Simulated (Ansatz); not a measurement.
**What TlSbS3 (model cell, started as cubic perovskite with Sb in the octahedra) distorts into**

Aim: this structure of TlSbS3 (model cell, started as cubic perovskite with Sb in the octahedra) is to be tested for unstable modes, and one is followed downhill.

Main program and level: Ansatz 0.2.0; DFT LDA, scalar-relativistic, plane waves, PAW; PAW set soft_1.

The structure was built from a prototype and need not be the compound's stable phase.

## (1) Starting point

Symmetry: Pm-3m, No. 221, cubic system. Conventional cell: a = 4.956 Å, b = 4.956 Å, c = 4.956 Å, α = 90.00°, β = 90.00°, γ = 90.00°. Tl has 12 S at 3.50 Å nearest. Sb has 6 S at 2.48 Å nearest. S has 2 Sb at 2.48 Å nearest. Farther neighbours and most contacts between anions are not listed.

## (2) Phonons on a q mesh

The cell comes from relaxations at this level that are not shown. Stability and thermal properties need the whole zone. Linear response on a 2×2×2 q mesh gives force constants as far as a supercell of that size would.

The input, input.yaml:

```yaml
crystal:
  lattice:
    - [4.9559718062, 0.0, 0.0]
    - [0.0, 4.9559718062, 0.0]
    - [0.0, 0.0, 4.9559718062]
  atoms:
    - { symbol: Tl, position: [0.0, 0.0, 0.0] }
    - { symbol: Sb, position: [0.5, 0.5, 0.5] }
    - { symbol: S, position: [0.5, 0.5, 0.0] }
    - { symbol: S, position: [0.5, 0.0, 0.5] }
    - { symbol: S, position: [0.0, 0.5, 0.5] }
kpoints:
  mp_grid: { grid: [8, 8, 8] }
hamiltonian:
  xc: lda
  pseudopotentials: { kind: paw, azcp: { folder: soft_1 }, xc_functional: pbe }
scf:
  occupations: { method: methfessel_paxton, width: 0.2 }
output:
  eigenvalues: true
phonons:
  method: dfpt
  qmesh: [2, 2, 2]
  temperatures: { t_max: 1000, t_step: 50 }
  qpath:
    path:
      - [[0.0, 0.0, 0.0], [0.0, 0.5, 0.0], [0.5, 0.5, 0.0], [0.0, 0.0, 0.0], [0.5, 0.5, 0.5], [0.0, 0.5, 0.0]]
      - [[0.5, 0.5, 0.5], [0.5, 0.5, 0.0]]
    npoints: 10
```

On the command line:

```sh
$ ansatz run input.yaml --threads 4 --pin off --max-ram 16384MiB --backend cpu --events-out ev --progress --plain --runs-dir out
```

Numbers of over 12 decimals in the logs are rounded to 6 here.

The log of the run:

```text
Engine: ansatz 0.2.0, aarch64-unknown-linux-gnu
Pseudopotentials: kind: paw
Pseudopotential: Tl, paw, valence charge 13, recommended cutoff 420 eV (normal), soft_1/Tl.paw.azcp
Pseudopotential: Sb, paw, valence charge 15, recommended cutoff 420 eV (normal), soft_1/Sb.paw.azcp
Pseudopotential: S, paw, valence charge 6, recommended cutoff 420 eV (normal), soft_1/S.paw.azcp
Functional definition: SPW92
  exchange = slater_x
  correlation = pw_c
Crystal: 5 atoms, lattice volume = 121.727 Å³
Basis set: ecut = 420 eV, 2373 PW (Γ), exchange–correlation on 72×72×72 points (8 copies of the dense FFT grid, shifted against one another)
Bands: 28, of which v1, the nominal top of the filled ones, is band 23 counted from 1 (22 counted from 0)
Symmetry: 48 space group operations
k-points: 35 of 512
Non-local potential: Tl, projectors of the file, l = 0: 2, l = 1: 2, l = 2: 2, l = 3: 1
Non-local potential: Sb, projectors of the file, l = 0: 2, l = 1: 2, l = 2: 2, l = 3: 1
Non-local potential: S, projectors of the file, l = 0: 2, l = 1: 2, l = 2: 1
PAW form: soft (Blöchl's): semilocal exchange-correlation on the pseudo side does not see the compensation charge
PAW frozen core: Tl, regenerated for the run's functional, and the local potential with it (the file was generated under x = pbe(κ = 0.804, μ = 0.219515), c = pbe(β = 0.066725))
PAW frozen core: Sb, regenerated for the run's functional, and the local potential with it (the file was generated under x = pbe(κ = 0.804, μ = 0.219515), c = pbe(β = 0.066725))
PAW frozen core: S, regenerated for the run's functional, and the local potential with it (the file was generated under x = pbe(κ = 0.804, μ = 0.219515), c = pbe(β = 0.066725))
PAW one-centre angular grid: Tl, 590 points (default); XC on 64 Gauss nodes
PAW one-centre angular grid: Sb, 590 points (default); XC on 64 Gauss nodes
PAW one-centre angular grid: S, 110 points (default); XC on 64 Gauss nodes
Initial density: superposition of atomic densities (chi_scale 0.1, normalization cell, long waves kept (reshape's long-wave potential 0.03 eV rms))
Initial wavefunctions: pseudopotential atomic-orbital guess
Functional: x = slater, c = lda
SCF iter   1: F=—  HF=-20092.978312 eV  |F-HF|=—  |Δ(HF+E_count)|=         —  Δρ=2.88e-2  dr2=2.43e0  ethr=3.10e-3  ⟨swp⟩=7.7  Hψ=4924  notcnv=0
preconditioner: auto → Kerker (q_TF=auto, 2.320 Å⁻¹)  [metal: Δε(μ)=0.037 eV  Ē_g=10.342 eV  σ=0.200 eV  W_gap=0.15  n_scr=26 (ndim 8)  ℏωp=20.2 eV  f_vac=0.000  D(μ)=3.65/eV (n_scr^D=26)]
SCF iter   2: F=—  HF=-20092.430886 eV  |F-HF|=—  |Δ(HF+E_count)|=   5.47e-1  S|Δr|=    0.00e0  Δρ=1.61e-2  dr2=9.35e-1  ethr=3.10e-3  ⟨swp⟩=2.8  Hψ=1625  notcnv=0  defer=10
SCF iter   3: F=—  HF=-20092.130551 eV  |F-HF|=—  |Δ(HF+E_count)|=   3.00e-1  S|Δr|=    0.00e0  Δρ=3.92e-3  dr2=7.89e-2  ethr=2.03e-3  ⟨swp⟩=2.8  Hψ=1777  notcnv=0  defer=10
SCF iter   4: F=—  HF=-20092.100450 eV  |F-HF|=—  |Δ(HF+E_count)|=   3.01e-2  S|Δr|=    0.00e0  Δρ=1.44e-3  dr2=7.16e-3  ethr=1.71e-4  ⟨swp⟩=2.6  Hψ=1712  notcnv=0  defer=7
SCF iter   5: F=—  HF=-20092.098145 eV  |F-HF|=—  |Δ(HF+E_count)|=   2.30e-3  S|Δr|=    0.00e0  Δρ=5.19e-4  dr2=4.88e-4  ethr=1.56e-5  ⟨swp⟩=2.9  Hψ=1925  notcnv=0  defer=5
SCF iter   6: F=—  HF=-20092.097986 eV  |F-HF|=—  |Δ(HF+E_count)|=   1.59e-4  S|Δr|=    0.00e0  Δρ=1.28e-4  dr2=2.71e-5  ethr=1.06e-6  ⟨swp⟩=2.0  Hψ=1675  notcnv=0  defer=5
SCF iter   7: F=—  HF=-20092.097995 eV  |F-HF|=—  |Δ(HF+E_count)|=   9.11e-6  S|Δr|=    0.00e0  Δρ=2.34e-5  dr2=5.91e-7  ethr=5.90e-8  ⟨swp⟩=2.4  Hψ=1581  notcnv=0  defer=5
SCF iter   8: F=—  HF=-20092.097987 eV  |F-HF|=—  |Δ(HF+E_count)|=   8.53e-6  S|Δr|=    0.00e0  Δρ=5.95e-6  dr2=5.04e-8  ethr=1.28e-9  ⟨swp⟩=2.3  Hψ=1658  notcnv=0  defer=5
SCF iter   9: F=—  HF=-20092.097987 eV  |F-HF|=—  |Δ(HF+E_count)|=   1.77e-8  S|Δr|=    0.00e0  Δρ=1.54e-6  dr2=5.08e-9  ethr=1.10e-10  ⟨swp⟩=2.4  Hψ=1817  notcnv=0  defer=5
SCF iter  10: F=—  HF=-20092.097987 eV  |F-HF|=—  |Δ(HF+E_count)|=   1.11e-9  S|Δr|=    0.00e0  Δρ=4.84e-7  dr2=4.49e-10  ethr=1.10e-11  ⟨swp⟩=2.3  Hψ=1382  notcnv=0  defer=5
SCF iter  11: F=-20092.097987 eV  HF=-20092.097987 eV  |F-HF|=0.00e0  |Δ(HF+E_count)|=  6.55e-11  S|Δr|=    0.00e0  Δρ=7.72e-8  dr2=7.64e-12  ethr=1.00e-12  ⟨swp⟩=7.3  Hψ=6339  notcnv=0
SCF 1 converged in 11 iterations: F = -20092.097987 eV  dr2 = 7.64e-12
  greatest PAW one-centre occupation: 0.997 electrons in one spin orbital (limit 2), on the Sb atom at site 1 (counted from 0), in its partial waves of l = 2
Initial density: read from a saved state, or passed on in memory by an earlier SCF of this step, an earlier step, the calling program or the single point that the run made first
iter 1 solved again at ethr=2.88e-7 eV; its pass at ethr=3.10e-3 eV (dr2=1.32e-4 eV) is discarded
SCF iter   1: F=—  HF=-20092.097986 eV  |F-HF|=—  |Δ(HF+E_count)|=         —  Δρ=7.91e-7  dr2=7.06e-10  ethr=2.88e-7  ⟨swp⟩=3.8  Hψ=8345  notcnv=0
eigensolver tolerance schedule: the retry pair's looser diagonalisation over-reported the residual by 187358.48 of it (diagonalisation noise at an unbounded share of the residual, at the tolerance the schedule requests for it); recorded, not acted on — ethr = c·dr2/N_el stays at c = 1.0e-1
preconditioner: auto → Kerker (q_TF=auto, 2.320 Å⁻¹)  [metal: Δε(μ)=0.007 eV  Ē_g=9.898 eV  σ=0.200 eV  W_gap=0.03  n_scr=26 (ndim 8)  ℏωp=20.2 eV  f_vac=0.001  D(μ)=3.96/eV (n_scr^D=26)]
SCF iter   2: F=—  HF=-20092.097987 eV  |F-HF|=—  |Δ(HF+E_count)|=   1.22e-6  S|Δr|=    0.00e0  Δρ=4.14e-7  dr2=2.00e-10  ethr=1.54e-12  ⟨swp⟩=4.8  Hψ=3311  notcnv=0
SCF iter   3: F=—  HF=-20092.097987 eV  |F-HF|=—  |Δ(HF+E_count)|=  4.73e-11  S|Δr|=    0.00e0  Δρ=2.73e-7  dr2=8.10e-11  ethr=1.00e-12  ⟨swp⟩=1.0  Hψ=980  notcnv=0
SCF iter   4: F=—  HF=-20092.097987 eV  |F-HF|=—  |Δ(HF+E_count)|=  2.55e-11  S|Δr|=    0.00e0  Δρ=1.17e-7  dr2=1.41e-11  ethr=1.00e-12  ⟨swp⟩=1.0  Hψ=980  notcnv=0
SCF iter   5: F=-20092.097987 eV  HF=-20092.097987 eV  |F-HF|=0.00e0  |Δ(HF+E_count)|=  3.64e-12  S|Δr|=    0.00e0  Δρ=2.68e-8  dr2=7.46e-13  ethr=1.00e-12  ⟨swp⟩=4.7  Hψ=2993  notcnv=0
SCF 2 converged in 5 iterations: F = -20092.097987 eV  dr2 = 7.46e-13
phonons: the bands overlap, so this run is a metal and interpolates without the dipole-dipole term. If the crystal is really an insulator or semiconductor, its LO-TO splitting is missing
NSCF: frozen V_eff on 35 k-points
NSCF: frozen V_eff on 125 k-points
DFPT response loops at q = (0, 0, 0) (fractional): preconditioner auto → Kerker (q_TF=auto, 2.320 Å⁻¹) (partly filled bands, converged f_vac=0.001); β = 1.00, the filter's whole step (`scf.mixing.beta` (0.50) is not read by the response loops under this deck's `scf.mixing.preconditioner`; to damp them name `kerker` or `kerker_dos`, under which they read `scf.mixing.beta`, and type it under 1.00, their step now; both keys bind the ground state too); Broyden in place of MSR1
NSCF: frozen V_eff on 250 k-points
DFPT response loops at q = (0, 0, -0.5) (fractional): mixed as the last ones told, above
NSCF: frozen V_eff on 250 k-points
DFPT response loops at q = (0, -0.5, -0.5) (fractional): mixed as the last ones told, above
NSCF: frozen V_eff on 250 k-points
DFPT response loops at q = (-0.5, -0.5, -0.5) (fractional): mixed as the last ones told, above
SCF converged after 11 iterations
Stability not checked: this state was not tested for a lower state beside it, because cold or Methfessel-Paxton smearing, or corrected tetrahedra, fill the levels in a way that the test cannot read (fill_not_monotonic; see scf.lower_state_search)
Free energy (F): -20092.097987 eV
Harris-Foulkes:  -20092.097987 eV  (|F-HF|=0.00e0)
Internal energy: -20092.093256 eV  (E = F + TS)
E sigma→0 (E₀):  -20092.096804 eV
Entropy (-TS):   -0.004731 eV (-0.946 meV/atom)
Fermi energy:    6.687343 eV
--- Per-component energies (eV) ---
  E_band       = -226.568949
  E_kinetic    = 746.985960
  E_local      = -3147.226334  (includes V_loc(G=0)·N_el)
  E_nonlocal   = 822.224643
  E_hartree    = 1223.362398
  E_xc         = -546.733527
  E_vxc        = -462.777669  (∫ρ·V_xc dr)
  E_paw        = -16013.929507  (= ΣΔE_a)
  E_vpaw       = -632.500498  (= ΣTr[D̂ρ^β])
  E_aug_tail   = 0.000087  (compensation charges beyond the density's cutoff)
  E_ewald      = -3177.653938
  E_core_change = 0.876963  (= ΣΔE_core)
  E_smearing   = -0.004731  (= −TS)
  E_closure    = -0.000000  (closes the sum)
  Σ components = -20092.097987   (vs F -20092.097987, Δ=0.00e0)
--- Band table (eV; the first three rows and the last of 35) ---
  k-point 0: bands = [... 19 lower, 5.5270, 5.5270, 5.7507, 5.7507, 5.7507, 12.0726, 12.0726, 12.0726, ... 1 higher]
  k-point 1: bands = [... 19 lower, 5.4581, 5.7021, 5.7231, 5.7231, 5.8236, 11.6316, 11.8935, 11.8935, ... 1 higher]
  k-point 2: bands = [... 19 lower, 5.2071, 5.5905, 5.7564, 5.7564, 6.4594, 10.5057, 11.6096, 11.6096, ... 1 higher]
  k-point 34: bands = [... 19 lower, 5.0853, 6.9721, 6.9721, 6.9721, 7.9831, 7.9831, 7.9831, 10.6616, ... 1 higher]
--- Phonons (Γ-DFPT): 4 representative perturbations + reference (Σ response iterations 12) ---
  ASR residual: 2.884e-5 → 0.000e0 eV/Å²; symmetrization residual: 1.973e-5 eV/Å²
  ASR residual per site (eV/Å²): 2.31e-5 2.82e-5 2.88e-5 2.88e-5 2.88e-5
  Γ frequencies (cm⁻¹): -122.62 -122.62 -122.62 -98.71 -98.71 -98.71 -21.07 -21.07 -21.07 0.00 0.00 0.00 252.25 252.25 252.25
--- Phonons (arbitrary-q DFPT): 4 irreducible q on the 2×2×2 mesh ---
  q = [0.0000, 0.0000, 0.0000] (star 1, of the zone-centre solve; hermiticity 6.30e-6, symmetrization 8.67e-12): -122.62 -122.62 -122.62 -98.71 -98.71 -98.71 -21.07 -21.07 -21.07 -0.00 0.00 0.00 252.25 252.25 252.25
  q = [0.0000, 0.0000, -0.5000] (star 3, 9 solved perturbations in 975 linear systems a pass and spin channel, the states on 125 of 512 k-point pairs; hermiticity 1.40e-6, symmetrization 1.01e-11): -126.49 -123.49 -115.21 -115.21 -103.51 -103.51 -16.23 -16.23 9.04 36.37 36.37 162.24 272.69 272.69 285.40
  q = [0.0000, -0.5000, -0.5000] (star 3, 9 solved perturbations in 975 linear systems a pass and spin channel, the states on 125 of 512 k-point pairs; hermiticity 2.06e-6, symmetrization 3.17e-13): -143.15 -143.15 -111.63 -99.20 -99.20 -94.09 -16.57 9.18 9.18 42.80 168.19 168.19 273.24 290.53 313.67
  q = [-0.5000, -0.5000, -0.5000] (star 1, 4 solved perturbations in 350 linear systems a pass and spin channel, the states on 125 of 512 k-point pairs; hermiticity 1.60e-7, symmetrization 9.67e-12): -141.05 -141.05 -141.05 -102.35 -102.35 -102.35 -7.47 -7.47 -7.47 174.06 174.06 174.06 269.38 269.38 352.38
  sum rule: each row above includes the acoustic sum rule's correction from the zone centre's row sums; it moved no ω² by more than (0.49 cm⁻¹)²
  mesh force constants: q→R imaginary residual 3.67e-18; ASR residual 2.884e-5 → 0.000e0 eV/Å²; symmetrization residual 1.599e-14 eV/Å²
  interpolated dispersion: 62 rows × 15 modes
  density of states and harmonic sums: on the 14×14×14 q-mesh, interpolated from the force constants of a 2×2×2 supercell (no non-analytic term)
  largest difference from the sums on the solved wave vectors: F 5.02e-2 eV, S 7.34e-5 and C_V 2.32e-5 eV/K
  zero-point energy: 0.073641 eV/cell   skipped modes (ω ≤ 0): 967, of them read as no rigid motion or as one in doubt: 964 (7.979e0 modes/cell left out, lowest -143.15 cm⁻¹)   left out of the sums: 5.32e-1 of the cell's modes: C_V's classical limit lies that fraction below 3 k_B per atom; for a crystal, a wire or a layer, F and S can be off by more, and a phonons.interpolated_qmesh denser along its periods is the remedy for the sampling
```

It took 4.2 min on 4 threads of Arm Neoverse V1, shared host; peak memory 1.3 GiB; 16 min of CPU time.

Numbers from this step:

```
volume per atom                                         : 24.35 Å³
gap on the k-mesh                                       : 0 eV
sum-rule residual before enforcement                    : 2.88e-5 eV/Å²
lowest frequency on the path                            : -143.2 cm⁻¹
point group                                             : m-3m
highest frequency on the path or at a solved wavevector : 352.4 cm⁻¹
highest optical mode at the zone centre (no LO-TO term) : 252.2 cm⁻¹
lowest optical zone-centre mode                         : -122.6 cm⁻¹
lowest mode on the q mesh (acoustic modes at Γ apart)   : -143.2 cm⁻¹
```

Frequencies (cm⁻¹) solved at each irreducible wavevector; negative means imaginary. Frequencies by wavevector, by row:

```
q in reciprocal lattice units  star  mode 1  mode 2  mode 3  mode 4  mode 13  mode 14  mode 15
                        0 0 0     1  -122.6  -122.6  -122.6   -98.7    252.2    252.2    252.2
                     0 0 -0.5     3  -126.5  -123.5  -115.2  -115.2    272.7    272.7    285.4
                  0 -0.5 -0.5     3  -143.2  -143.2  -111.6   -99.2    273.2    290.5    313.7
               -0.5 -0.5 -0.5     1  -141.1  -141.1  -141.1  -102.3    269.4    269.4    352.4
```

Interpolated from a 2×2×2 q mesh. The phonon branches at the labelled points (cm⁻¹):

```
    point  branch 1  branch 2  branch 3  branch 4  branch 12  branch 13  branch 14  branch 15
        Γ      -123      -123      -123       -99          0        252        252        252
  halfway      -122      -119      -119      -114        114        262        262        269
        X      -126      -124      -115      -115        162        273        273        285
  halfway      -134      -124      -118      -108        165        272        282        301
        M      -143      -143      -112       -99        168        273        290        314
  halfway      -124      -122      -116      -113        119        267        272        286
        Γ      -123      -123      -123       -99          0        252        252        252
  halfway      -121      -119      -119      -113        123        271        271        307
        R      -141      -141      -141      -102        174        269        269        352
  halfway      -128      -126      -126      -110        168        273        276        322
        X      -126      -124      -115      -115        162        273        273        285
jump to R      -141      -141      -141      -102        174        269        269        352
  halfway      -139      -139      -120      -107        171        271        277        337
        M      -143      -143      -112       -99        168        273        290        314
```

Symmetry leaves 4 wavevectors to solve. The lowest mode among them, the acoustic zeros apart, lies at q = (0, -0.5, -0.5) and is imaginary, 143.2i cm⁻¹, so the energy falls along it.

## (3) The mode frozen in, largest atomic shift 0 Å

The mode followed lies at q = (0, -0.5, -0.5) with frequency 143.2i cm⁻¹ and is 2-fold degenerate, the softest among the wavevectors solved. At small amplitude the distorted cell has space group no. 65 by a symmetry search on the positions. The undistorted cell that holds it gives the zero of energy on the same k mesh.

System of this step: TlSbS3 (model cell, started as cubic perovskite with Sb in the octahedra). Symmetry: Pm-3m, No. 221, cubic system. Conventional cell: a = 4.956 Å, b = 4.956 Å, c = 4.956 Å, α = 90.00°, β = 90.00°, γ = 90.00°. Tl has 12 S at 3.50 Å nearest. Sb has 6 S at 2.48 Å nearest. Nearest to S lie 2 Sb at 2.48 Å. Nearest to S lie 2 Sb at 2.48 Å. Farther neighbours and most contacts between anions are not listed.

The input, input.yaml:

```yaml
crystal:
  lattice:
    - [-4.9559718062, 0.0, 0.0]
    - [0.0, -4.9559718062, -4.9559718062]
    - [0.0, -4.9559718062, 4.9559718062]
  atoms:
    - { symbol: Tl, position: [0.0, 0.5, 0.5] }
    - { symbol: Tl, position: [0.0, 0.0, 0.0] }
    - { symbol: Sb, position: [0.5, 0.0, 0.5] }
    - { symbol: Sb, position: [0.5, 0.5, 0.0] }
    - { symbol: S, position: [0.5, 0.25, 0.25] }
    - { symbol: S, position: [0.5, 0.75, 0.75] }
    - { symbol: S, position: [0.5, 0.25, 0.75] }
    - { symbol: S, position: [0.5, 0.75, 0.25] }
    - { symbol: S, position: [1.0, 0.0, 0.5] }
    - { symbol: S, position: [1.0, 0.5, 0.0] }
kpoints:
  mp_grid: { grid: [8, 6, 6] }
hamiltonian:
  xc: lda
  pseudopotentials: { kind: paw, azcp: { folder: soft_1 }, xc_functional: pbe }
scf:
  occupations: { method: methfessel_paxton, width: 0.2 }
output:
  forces: true
  stress: true
  eigenvalues: true
```

The log of the run:

```text
[...]
Crystal: 10 atoms, lattice volume = 243.454 Å³
Basis set: ecut = 420 eV, 4781 PW (Γ)
Bands: 56, of which v1, the nominal top of the filled ones, is band 46 counted from 1 (45 counted from 0)
Symmetry: 32 space group operations
[...]
k-points: 50 of 288
[...]
k-point 0: bands = [... 42 lower, 5.5266, 5.7496, 5.7506, 5.7506, 6.9835, 8.5274, 8.5274, 8.7954, ... 6 higher]
  k-point 1: bands = [... 42 lower, 5.5720, 5.7018, 5.7826, 5.8174, 6.8257, 7.4378, 9.0437, 10.0239, ... 6 higher]
  k-point 2: bands = [... 42 lower, 5.4439, 5.5786, 5.9315, 6.3185, 6.5192, 6.8071, 10.0956, 10.4766, ... 6 higher]
  k-point 49: bands = [... 42 lower, 5.3724, 5.3724, 6.9816, 6.9816, 8.5267, 8.5267, 8.5276, 8.5276, ... 6 higher]
[key lines of the parts left out:]
SCF converged after 9 iterations
Free energy (F): -40184.201579 eV
Fermi energy:    6.676651 eV
P = ⅓ Tr σ = -0.0428 GPa (-0.428 kbar)
```

Run time: 14 s. Hardware: 4 threads; peak memory 0.88 GiB.

This step gave:

```
pressure                         : -0.04279 GPa
energy from the undistorted cell : 0 meV/atom
```

The run ends at a pressure of -0.04 GPa.

## (4) The mode frozen in, largest atomic shift 0.6 Å

The atoms are moved along the unstable eigenvector, the largest shift by 0.6 Å, with the cell fixed.

input.yaml, the sections that differ from step 3:

```yaml
crystal:
  lattice:
    - [-4.9559718062, 0.0, 0.0]
    - [0.0, -4.9559718062, -4.9559718062]
    - [0.0, -4.9559718062, 4.9559718062]
  atoms:
    - { symbol: Tl, position: [0.0, 0.5020390324, 0.4979609676] }
    - { symbol: Tl, position: [0.0, -0.0020390324, 0.0020390324] }
    - { symbol: Sb, position: [0.5, 0.0070480477, 0.5070480477] }
    - { symbol: Sb, position: [0.5, 0.4929519523, -0.0070480477] }
    - { symbol: S, position: [0.5, 0.25, 0.25] }
    - { symbol: S, position: [0.5, 0.75, 0.75] }
    - { symbol: S, position: [0.5, 0.25, 0.75] }
    - { symbol: S, position: [0.5, 0.75, 0.25] }
    - { symbol: S, position: [1.0, -0.060533032, 0.439466968] }
    - { symbol: S, position: [1.0, 0.560533032, 0.060533032] }
# kpoints, hamiltonian, scf, output: as in step 3
```

The log of the run:

```text
[...]
Crystal: 10 atoms, lattice volume = 243.454 Å³
Basis set: ecut = 420 eV, 4781 PW (Γ)
Bands: 56, of which v1, the nominal top of the filled ones, is band 46 counted from 1 (45 counted from 0)
Symmetry: 8 space group operations
[...]
k-points: 65 of 288
[...]
k-point 0: bands = [... 42 lower, 5.6899, 5.7858, 5.9985, 6.0577, 6.9908, 8.2268, 8.5761, 9.2102, ... 6 higher]
  k-point 1: bands = [... 42 lower, 5.6810, 5.8109, 5.9384, 6.0413, 6.8241, 7.6114, 8.9786, 10.0272, ... 6 higher]
  k-point 2: bands = [... 42 lower, 5.6553, 5.7996, 5.9969, 6.2118, 6.5194, 7.0776, 10.0949, 10.2902, ... 6 higher]
  k-point 64: bands = [... 42 lower, 5.6252, 5.7162, 6.4768, 6.5646, 7.9451, 8.0874, 8.7382, 9.0119, ... 6 higher]
[key lines of the parts left out:]
SCF converged after 10 iterations
Free energy (F): -40184.605892 eV
Fermi energy:    6.659378 eV
P = ⅓ Tr σ = -0.0697 GPa (-0.697 kbar)
```

Elapsed: 16 s, on 4 threads; peak memory 0.97 GiB.

This step gave:

```yaml
pressure: -0.06974 GPa
energy_from_the_undistorted_cell: -40.61 meV/atom
```

The energy, extrapolated to zero smearing, is -40.61 meV/atom against the undistorted cell.

The run ends at a pressure of -0.07 GPa, with forces up to 0.51 eV/Å.

(Part 1 of 3 ends here.)

[Logs are printed without paths, hosts, clocks, repeated set-up lines and the standing remarks that a program may print on its own settings, such as how far it seeks lower states.]

[Hosts, paths, dates, database ids (printed as entryN), source tags and the programs' standing remarks are cut or masked in the printed files.]
